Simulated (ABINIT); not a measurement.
# AlBiS3 (Pm-3m): phonons by linear response, part 4 of 7

How does AlBiS3 (Pm-3m) vibrate, and is this structure a minimum?

ABINIT 10.8.3; DFT PBE, scalar-relativistic, plane waves, PseudoDojo norm-conserving pseudopotentials.

So far. Step 6 (Linear response at Γ): The acoustic modes at Γ come out as far as 2.2 cm⁻¹ from zero, where they should vanish, a small numerical error. The lowest optical mode is imaginary, 155i cm⁻¹, an instability at this level and on this k mesh. Step 7 (Zone-centre analysis): The rule moves no optical mode by more than 0.1 cm⁻¹. The relaxed cell has a = 4.665 Å (conventional setting).

The structure was built from a prototype and need not be the compound's stable phase.

## Step 8: Sum rules set otherwise (asr 0)

Without the rule the raw error of the acoustic modes shows.

Input file anaddb.abi:

```
ddb_filepath "gamma_DDB"
output_file "anaddb.abo"
outdata_prefix "anaddb"
asr 0
chneut 0
enunit 2
eivec 1
nph1l 1
qph1l 0.0 0.0 0.0 1.0
```

Input file mrgddb.in:

```
gamma_DDB
merged
2
dfpt_gammao_DDB
gso_DDB
```

Started as:

```sh
> mrgddb < mrgddb.in > mrgddb.log
> OMP_NUM_THREADS=1 anaddb anaddb.abi > anaddb.log
```

Numbers of over 12 decimals in the logs are rounded to 6 here.

anaddb.abo, the main output file:

```text
-outvars_anaddb: echo values of input variables ----------------------

 Miscellaneous information :
      enunit         2
       eivec         1
      chneut         0
 First list of wavevector (reduced coord.) :
       nph1l         1
       qph1l
                     0.00000000E+00  0.00000000E+00  0.00000000E+00    1.000E+00

================================================================================

 read the DDB information and perform some checks

  ==== Info on the Cryst% object ====
 Real(R)+Recip(G) space primitive vectors, cartesian coordinates (Bohr,Bohr^-1):
 R(1)=  8.8149350  0.0000000  0.0000000  G(1)=  0.1134438  0.0000000  0.0000000
 R(2)=  0.0000000  8.8149350  0.0000000  G(2)=  0.0000000  0.1134438  0.0000000
 R(3)=  0.0000000  0.0000000  8.8149350  G(3)=  0.0000000  0.0000000  0.1134438
 Unit cell volume ucvol=  6.8494759E+02 bohr^3
 Angles (23,13,12)=  9.00000000E+01  9.00000000E+01  9.00000000E+01 degrees
 Time-reversal symmetry is present
 Reduced atomic positions [iatom, xred, symbol]:
    1)    0.0000000  0.0000000  0.0000000  Bi
    2)    0.5000000  0.5000000  0.5000000  Al
    3)    0.5000000  0.5000000  0.0000000   S
    4)    0.5000000  0.0000000  0.5000000   S
    5)    0.0000000  0.5000000  0.5000000   S

 DDB file with 3 blocks has been read.

================================================================================

 Treat the first list of vectors

  Phonon wavevector (reduced coordinates) :  0.00000  0.00000  0.00000
 Phonon energies in Hartree :
  -7.054699E-04 -7.054699E-04 -7.054699E-04 -7.011237E-04 -7.011237E-04
  -7.011237E-04 -1.006639E-05 -1.006639E-05 -1.006639E-05  5.006094E-04
   5.006094E-04  5.006094E-04  1.933011E-03  1.933011E-03  1.933011E-03
 Phonon energies in meV     :
- -1.919681E+01 -1.919681E+01 -1.919681E+01 -1.907855E+01 -1.907855E+01
- -1.907855E+01 -2.739204E-01 -2.739204E-01 -2.739203E-01  1.362228E+01
-  1.362228E+01  1.362228E+01  5.259992E+01  5.259992E+01  5.259992E+01
 Phonon frequencies in cm-1    :
- -1.548327E+02 -1.548327E+02 -1.548327E+02 -1.538789E+02 -1.538789E+02
- -1.538789E+02 -2.209317E+00 -2.209317E+00 -2.209317E+00  1.098711E+02
-  1.098711E+02  1.098711E+02  4.242470E+02  4.242470E+02  4.242470E+02
 Phonon frequencies in Thz     :
- -4.641769E+00 -4.641769E+00 -4.641769E+00 -4.613172E+00 -4.613172E+00
- -4.613172E+00 -6.623365E-02 -6.623365E-02 -6.623364E-02  3.293852E+00
-  3.293852E+00  3.293852E+00  1.271860E+01  1.271860E+01  1.271860E+01
 Phonon energies in Kelvin  :
- -2.227698E+02 -2.227698E+02 -2.227698E+02 -2.213973E+02 -2.213973E+02
- -2.213973E+02 -3.178714E+00 -3.178714E+00 -3.178714E+00  1.580800E+02
-  1.580800E+02  1.580800E+02  6.103967E+02  6.103967E+02  6.103967E+02

 Eigendisplacements
 (will be given, for each mode : in cartesian coordinates
   for each atom the real part of the displacement vector,
   then the imaginary part of the displacement vector - absolute values smaller than 1.0d-7 are set to zero)
  Mode number    1   Energy   -7.054699E-04
 Attention : low frequency mode.
   (Could be unstable or acoustic mode)
-  1  0.00000000E+00  0.00000000E+00  0.00000000E+00
-     0.00000000E+00  0.00000000E+00  0.00000000E+00
-  2  0.00000000E+00  0.00000000E+00  0.00000000E+00
-     0.00000000E+00  0.00000000E+00  0.00000000E+00
-  3  0.00000000E+00  0.00000000E+00  0.00000000E+00
-     0.00000000E+00  0.00000000E+00  0.00000000E+00
-  4  0.00000000E+00  0.00000000E+00 -2.92470830E-03
-     0.00000000E+00  0.00000000E+00  0.00000000E+00
-  5  0.00000000E+00  0.00000000E+00  2.92470830E-03
-     0.00000000E+00  0.00000000E+00  0.00000000E+00
  Mode number    2   Energy   -7.054699E-04
 Attention : low frequency mode.
   (Could be unstable or acoustic mode)
-  1  0.00000000E+00  0.00000000E+00  0.00000000E+00
-     0.00000000E+00  0.00000000E+00  0.00000000E+00
-  2  0.00000000E+00  0.00000000E+00  0.00000000E+00
-     0.00000000E+00  0.00000000E+00  0.00000000E+00
-  3  0.00000000E+00 -2.92470830E-03  0.00000000E+00
-     0.00000000E+00  0.00000000E+00  0.00000000E+00
-  4  0.00000000E+00  0.00000000E+00  0.00000000E+00
-     0.00000000E+00  0.00000000E+00  0.00000000E+00
-  5  0.00000000E+00  2.92470830E-03  0.00000000E+00
-     0.00000000E+00  0.00000000E+00  0.00000000E+00
  Mode number    3   Energy   -7.054699E-04
 Attention : low frequency mode.
   (Could be unstable or acoustic mode)
-  1  0.00000000E+00  0.00000000E+00  0.00000000E+00
-     0.00000000E+00  0.00000000E+00  0.00000000E+00
-  2  0.00000000E+00  0.00000000E+00  0.00000000E+00
-     0.00000000E+00  0.00000000E+00  0.00000000E+00
-  3  2.92470830E-03  0.00000000E+00  0.00000000E+00
-     0.00000000E+00  0.00000000E+00  0.00000000E+00
-  4 -2.92470830E-03  0.00000000E+00  0.00000000E+00
-     0.00000000E+00  0.00000000E+00  0.00000000E+00
-  5  0.00000000E+00  0.00000000E+00  0.00000000E+00
-     0.00000000E+00  0.00000000E+00  0.00000000E+00
  Mode number    4   Energy   -7.011237E-04
 Attention : low frequency mode.
   (Could be unstable or acoustic mode)
-  1  0.00000000E+00  0.00000000E+00 -8.61705940E-04
-     0.00000000E+00  0.00000000E+00  0.00000000E+00
-  2  0.00000000E+00  0.00000000E+00  5.81723324E-05
-     0.00000000E+00  0.00000000E+00  0.00000000E+00
-  3  0.00000000E+00  0.00000000E+00  7.14532581E-04
-     0.00000000E+00  0.00000000E+00  0.00000000E+00
-  4  0.00000000E+00  0.00000000E+00  2.42437351E-03
-     0.00000000E+00  0.00000000E+00  0.00000000E+00
-  5  0.00000000E+00  0.00000000E+00  2.42437351E-03
-     0.00000000E+00  0.00000000E+00  0.00000000E+00
  Mode number    5   Energy   -7.011237E-04
 Attention : low frequency mode.
   (Could be unstable or acoustic mode)
-  1  0.00000000E+00 -8.61705940E-04  0.00000000E+00
-     0.00000000E+00  0.00000000E+00  0.00000000E+00
-  2  0.00000000E+00  5.81723323E-05  0.00000000E+00
-     0.00000000E+00  0.00000000E+00  0.00000000E+00
-  3  0.00000000E+00  2.42437351E-03  0.00000000E+00
-     0.00000000E+00  0.00000000E+00  0.00000000E+00
-  4  0.00000000E+00  7.14532580E-04  0.00000000E+00
-     0.00000000E+00  0.00000000E+00  0.00000000E+00
-  5  0.00000000E+00  2.42437351E-03  0.00000000E+00
-     0.00000000E+00  0.00000000E+00  0.00000000E+00
  Mode number    6   Energy   -7.011237E-04
 Attention : low frequency mode.
   (Could be unstable or acoustic mode)
-  1  8.61705940E-04  0.00000000E+00  0.00000000E+00
-     0.00000000E+00  0.00000000E+00  0.00000000E+00
-  2 -5.81723323E-05  0.00000000E+00  0.00000000E+00
-     0.00000000E+00  0.00000000E+00  0.00000000E+00
-  3 -2.42437351E-03  0.00000000E+00  0.00000000E+00
-     0.00000000E+00  0.00000000E+00  0.00000000E+00
-  4 -2.42437351E-03  0.00000000E+00  0.00000000E+00
-     0.00000000E+00  0.00000000E+00  0.00000000E+00
-  5 -7.14532580E-04  0.00000000E+00  0.00000000E+00
-     0.00000000E+00  0.00000000E+00  0.00000000E+00
  Mode number    7   Energy   -1.006639E-05
 Attention : low frequency mode.
   (Could be unstable or acoustic mode)
-  1  0.00000000E+00  0.00000000E+00 -1.28484655E-03
-     0.00000000E+00  0.00000000E+00  0.00000000E+00
-  2  0.00000000E+00  0.00000000E+00 -1.28533875E-03
-     0.00000000E+00  0.00000000E+00  0.00000000E+00
-  3  0.00000000E+00  0.00000000E+00 -1.28564109E-03
-     0.00000000E+00  0.00000000E+00  0.00000000E+00
-  4  0.00000000E+00  0.00000000E+00 -1.28569898E-03
-     0.00000000E+00  0.00000000E+00  0.00000000E+00
-  5  0.00000000E+00  0.00000000E+00 -1.28569898E-03
-     0.00000000E+00  0.00000000E+00  0.00000000E+00
  Mode number    8   Energy   -1.006639E-05
 Attention : low frequency mode.
   (Could be unstable or acoustic mode)
-  1  0.00000000E+00 -1.28484655E-03  0.00000000E+00
-     0.00000000E+00  0.00000000E+00  0.00000000E+00
-  2  0.00000000E+00 -1.28533875E-03  0.00000000E+00
-     0.00000000E+00  0.00000000E+00  0.00000000E+00
-  3  0.00000000E+00 -1.28569898E-03  0.00000000E+00
-     0.00000000E+00  0.00000000E+00  0.00000000E+00
-  4  0.00000000E+00 -1.28564109E-03  0.00000000E+00
-     0.00000000E+00  0.00000000E+00  0.00000000E+00
-  5  0.00000000E+00 -1.28569898E-03  0.00000000E+00
-     0.00000000E+00  0.00000000E+00  0.00000000E+00
  Mode number    9   Energy   -1.006639E-05
 Attention : low frequency mode.
   (Could be unstable or acoustic mode)
-  1  1.28484655E-03  0.00000000E+00  0.00000000E+00
-     0.00000000E+00  0.00000000E+00  0.00000000E+00
-  2  1.28533875E-03  0.00000000E+00  0.00000000E+00
-     0.00000000E+00  0.00000000E+00  0.00000000E+00
-  3  1.28569898E-03  0.00000000E+00  0.00000000E+00
-     0.00000000E+00  0.00000000E+00  0.00000000E+00
-  4  1.28569898E-03  0.00000000E+00  0.00000000E+00
-     0.00000000E+00  0.00000000E+00  0.00000000E+00
-  5  1.28564109E-03  0.00000000E+00  0.00000000E+00
-     0.00000000E+00  0.00000000E+00  0.00000000E+00
  Mode number   10   Energy    5.006094E-04
-  1  0.00000000E+00  0.00000000E+00  4.81102941E-04
-     0.00000000E+00  0.00000000E+00  0.00000000E+00
-  2  0.00000000E+00  0.00000000E+00 -3.40719467E-03
-     0.00000000E+00  0.00000000E+00  0.00000000E+00
-  3  0.00000000E+00  0.00000000E+00 -2.05673004E-03
-     0.00000000E+00  0.00000000E+00  0.00000000E+00
-  4  0.00000000E+00  0.00000000E+00  8.94706602E-04
-     0.00000000E+00  0.00000000E+00  0.00000000E+00
-  5  0.00000000E+00  0.00000000E+00  8.94706602E-04
-     0.00000000E+00  0.00000000E+00  0.00000000E+00
  Mode number   11   Energy    5.006094E-04
-  1  0.00000000E+00 -4.81102941E-04  0.00000000E+00
-     0.00000000E+00  0.00000000E+00  0.00000000E+00
-  2  0.00000000E+00  3.40719467E-03  0.00000000E+00
-     0.00000000E+00  0.00000000E+00  0.00000000E+00
-  3  0.00000000E+00 -8.94706602E-04  0.00000000E+00
-     0.00000000E+00  0.00000000E+00  0.00000000E+00
-  4  0.00000000E+00  2.05673004E-03  0.00000000E+00
-     0.00000000E+00  0.00000000E+00  0.00000000E+00
-  5  0.00000000E+00 -8.94706602E-04  0.00000000E+00
-     0.00000000E+00  0.00000000E+00  0.00000000E+00
  Mode number   12   Energy    5.006094E-04
-  1  4.81102941E-04  0.00000000E+00  0.00000000E+00
-     0.00000000E+00  0.00000000E+00  0.00000000E+00
-  2 -3.40719467E-03  0.00000000E+00  0.00000000E+00
-     0.00000000E+00  0.00000000E+00  0.00000000E+00
-  3  8.94706602E-04  0.00000000E+00  0.00000000E+00
-     0.00000000E+00  0.00000000E+00  0.00000000E+00
-  4  8.94706602E-04  0.00000000E+00  0.00000000E+00
-     0.00000000E+00  0.00000000E+00  0.00000000E+00
-  5 -2.05673004E-03  0.00000000E+00  0.00000000E+00
-     0.00000000E+00  0.00000000E+00  0.00000000E+00
  Mode number   13   Energy    1.933011E-03
-  1  0.00000000E+00  0.00000000E+00  1.42474465E-05
-     0.00000000E+00  0.00000000E+00  0.00000000E+00
-  2  0.00000000E+00  0.00000000E+00  2.65842449E-03
-     0.00000000E+00  0.00000000E+00  0.00000000E+00
-  3  0.00000000E+00  0.00000000E+00 -3.27326580E-03
-     0.00000000E+00  0.00000000E+00  0.00000000E+00
-  4  0.00000000E+00  0.00000000E+00  4.72027466E-04
-     0.00000000E+00  0.00000000E+00  0.00000000E+00
-  5  0.00000000E+00  0.00000000E+00  4.72027466E-04
-     0.00000000E+00  0.00000000E+00  0.00000000E+00
  Mode number   14   Energy    1.933011E-03
-  1  0.00000000E+00  1.42474465E-05  0.00000000E+00
-     0.00000000E+00  0.00000000E+00  0.00000000E+00
-  2  0.00000000E+00  2.65842449E-03  0.00000000E+00
-     0.00000000E+00  0.00000000E+00  0.00000000E+00
-  3  0.00000000E+00  4.72027466E-04  0.00000000E+00
-     0.00000000E+00  0.00000000E+00  0.00000000E+00
-  4  0.00000000E+00 -3.27326579E-03  0.00000000E+00
-     0.00000000E+00  0.00000000E+00  0.00000000E+00
-  5  0.00000000E+00  4.72027466E-04  0.00000000E+00
-     0.00000000E+00  0.00000000E+00  0.00000000E+00
  Mode number   15   Energy    1.933011E-03
-  1  1.42474465E-05  0.00000000E+00  0.00000000E+00
-     0.00000000E+00  0.00000000E+00  0.00000000E+00
-  2  2.65842449E-03  0.00000000E+00  0.00000000E+00
-     0.00000000E+00  0.00000000E+00  0.00000000E+00
-  3  4.72027466E-04  0.00000000E+00  0.00000000E+00
-     0.00000000E+00  0.00000000E+00  0.00000000E+00
-  4  4.72027466E-04  0.00000000E+00  0.00000000E+00
-     0.00000000E+00  0.00000000E+00  0.00000000E+00
-  5 -3.27326579E-03  0.00000000E+00  0.00000000E+00
-     0.00000000E+00  0.00000000E+00  0.00000000E+00

 Analysis of degeneracies and characters (maximum tolerance=1.00E-06 a.u.)
 For each vibration mode, or group of modes if degenerate,
 the characters are given for each symmetry operation (see the list in the log file).
 Symmetry characters of vibration mode #   1
       degenerate with vibration modes #   2 to    3
  3.0 -3.0 -1.0  1.0 -1.0  1.0 -1.0  1.0 -1.0  1.0  1.0 -1.0 -1.0  1.0  1.0 -1.0
  0.0 -0.0  0.0 -0.0 -0.0  0.0 -0.0  0.0 -1.0  1.0  1.0 -1.0  1.0 -1.0 -1.0  1.0
  0.0 -0.0 -0.0  0.0 -0.0  0.0  0.0 -0.0 -1.0  1.0 -1.0  1.0  1.0 -1.0  1.0 -1.0
 Symmetry characters of vibration mode #   4
       degenerate with vibration modes #   5 to    6
  3.0 -3.0 -1.0  1.0 -1.0  1.0 -1.0  1.0  1.0 -1.0 -1.0  1.0  1.0 -1.0 -1.0  1.0
 -0.0  0.0 -0.0  0.0  0.0 -0.0  0.0 -0.0  1.0 -1.0 -1.0  1.0 -1.0  1.0  1.0 -1.0
 -0.0  0.0  0.0 -0.0  0.0 -0.0 -0.0  0.0  1.0 -1.0  1.0 -1.0 -1.0  1.0 -1.0  1.0
 Symmetry characters of vibration mode #   7
       degenerate with vibration modes #   8 to    9
  3.0 -3.0 -1.0  1.0 -1.0  1.0 -1.0  1.0  1.0 -1.0 -1.0  1.0  1.0 -1.0 -1.0  1.0
  0.0 -0.0 -0.0  0.0 -0.0  0.0 -0.0  0.0  1.0 -1.0 -1.0  1.0 -1.0  1.0  1.0 -1.0
  0.0 -0.0 -0.0  0.0 -0.0  0.0 -0.0  0.0  1.0 -1.0  1.0 -1.0 -1.0  1.0 -1.0  1.0
 Symmetry characters of vibration mode #  10
       degenerate with vibration modes #  11 to   12
  3.0 -3.0 -1.0  1.0 -1.0  1.0 -1.0  1.0  1.0 -1.0 -1.0  1.0  1.0 -1.0 -1.0  1.0
  0.0 -0.0  0.0 -0.0 -0.0  0.0 -0.0  0.0  1.0 -1.0 -1.0  1.0 -1.0  1.0  1.0 -1.0
  0.0 -0.0 -0.0  0.0 -0.0  0.0  0.0 -0.0  1.0 -1.0  1.0 -1.0 -1.0  1.0 -1.0  1.0
 Symmetry characters of vibration mode #  13
       degenerate with vibration modes #  14 to   15
  3.0 -3.0 -1.0  1.0 -1.0  1.0 -1.0  1.0  1.0 -1.0 -1.0  1.0  1.0 -1.0 -1.0  1.0
  0.0 -0.0  0.0 -0.0 -0.0  0.0 -0.0  0.0  1.0 -1.0 -1.0  1.0 -1.0  1.0  1.0 -1.0
  0.0 -0.0 -0.0  0.0 -0.0  0.0  0.0 -0.0  1.0 -1.0  1.0 -1.0 -1.0  1.0 -1.0  1.0
-
```

Wall time 0.76 s (1 thread of Intel Xeon at 2.50GHz (Skylake/Cascade Lake), shared host).

Numbers from this step:

```yaml
highest_optical_zone_centre_mode_no_lo_to_term: 424.2 cm⁻¹
lowest_optical_zone_centre_mode: -154.8 cm⁻¹
```

Zone-centre frequencies as printed; negative means imaginary. Modes:

| mode | frequency (cm⁻¹) |
| --- | --- |
| 1 | -154.8 |
| 2 | -154.8 |
| 3 | -154.8 |
| 4 | -153.9 |
| 5 | -153.9 |
| 6 | -153.9 |
| 7 | -2.21 |
| 8 | -2.21 |
| 9 | -2.21 |
| 10 | 109.9 |
| 11 | 109.9 |
| 12 | 109.9 |
| 13 | 424.2 |
| 14 | 424.2 |
| 15 | 424.2 |

## Step 9: Ground state

Scaled from the time of the run at Γ, the full q mesh would overrun the time at hand on this k mesh, so the ground state is made again on a coarser one.

Input file gs.abi:

```
# ground state
tolvrs 1.0d-16
prtden 1
prtwf 1

# basis, mesh and filling
ecut 29.0
ngkpt 4 4 4
nshiftk 1
shiftk 0.0 0.0 0.0
istwfk *1
occopt 7
tsmear 0.01
nband 26
nstep 100
diemac 1000000.0
prtebands 0
prtgsr 0
useylm 1

# cell and atoms
acell 8.814935007 8.814935007 8.814935007
rprim 
    1.0 0.0 0.0
    0.0 1.0 0.0
    0.0 0.0 1.0
ntypat 3
znucl 83 13 16
natom 5
typat 1 2 3 3 3
xred 
    0.0 0.0 0.0
    0.5 0.5 0.5
    0.5 0.5 0.0
    0.5 0.0 0.5
    0.0 0.5 0.5
pp_dirpath "./pseudo"
pseudos "Bi.upf, Al.upf, S.upf"
```

Started as:

```sh
> OMP_NUM_THREADS=1 mpirun -n 4 abinit gs.abi > gs.log
```

gs.abo, the main output file:

```text
[banners, grids, parts of the stress and lines that vanish by symmetry left out]
- input  file    -> gs.abi
- output file    -> gs.abo
- root for input  files -> gsi
[...]
Symmetries : space group Pm -3 m (#221); Bravais cP (primitive cubic)
[...]
mpw =        5137          nfft =       91125          nkpt =          10
[...]
== DATASET  1 ==================================================================
[...]
cutoff_energies: {ecut:  29.0, pawecutdg:  -1.0, }
[...]
ETOT  1  -117.23800633225    -1.172E+02 6.611E-02 1.020E+03
 ETOT  2  -117.38628176397    -1.483E-01 9.834E-03 2.271E+02
 ETOT  3  -117.43457849257    -4.830E-02 2.626E-03 8.595E+00
 ETOT  4  -117.43568428082    -1.106E-03 1.245E-03 5.466E-01
 ETOT  5  -117.43576218935    -7.791E-05 3.613E-04 2.778E-03
[...]
ETOT 12  -117.43576280082    -1.691E-12 1.295E-04 1.467E-15
 ETOT 13  -117.43576280082     2.572E-12 7.717E-05 6.034E-17
 At SCF step   13       vres2   =  6.03E-17 < tolvrs=  1.00E-16 =>converged.
[...]
sigma(1 1)=  2.12895609E-05  sigma(3 2)=  0.00000000E+00
  sigma(2 2)=  2.12895609E-05  sigma(3 1)=  0.00000000E+00
  sigma(3 3)=  2.12895609E-05  sigma(2 1)=  0.00000000E+00
[...]
convergence: {deltae:  2.572E-12, res2:  6.034E-17, residm:  7.717E-05, diffor: null, }
etotal    :  -1.17435763E+02
[...]
sigma(1 1)=  2.12895609E-05  sigma(3 2)=  0.00000000E+00
  sigma(2 2)=  2.12895609E-05  sigma(3 1)=  0.00000000E+00
  sigma(3 3)=  2.12895609E-05  sigma(2 1)=  0.00000000E+00
[...]
- sigma(1 1)=  6.26360506E-01  sigma(3 2)=  0.00000000E+00
- sigma(2 2)=  6.26360506E-01  sigma(3 1)=  0.00000000E+00
- sigma(3 3)=  6.26360506E-01  sigma(2 1)=  0.00000000E+00
[...]
fcart     -0.0000000000E+00 -0.0000000000E+00 -0.0000000000E+00
           strten      2.1289560860E-05  2.1289560860E-05  2.1289560860E-05
================================================================================

[key lines of the parts left out:]
pressure_GPa:  -6.2636E-01
```

The job ended after 57 s (4 MPI ranks; 3.7 min of CPU time).

Read from the output:

```
pressure : -0.6264 GPa
```

[end of part 4 of 7]

[Host names and launcher messages were left out of these logs when they were recorded.]

[Logs are printed without paths, hosts, clocks, repeated set-up lines and the standing remarks that a program may print on its own settings, such as how far it seeks lower states.]

[Hosts, paths, dates, database ids (printed as entryN), source tags and the programs' standing remarks are cut or masked in the printed files.]
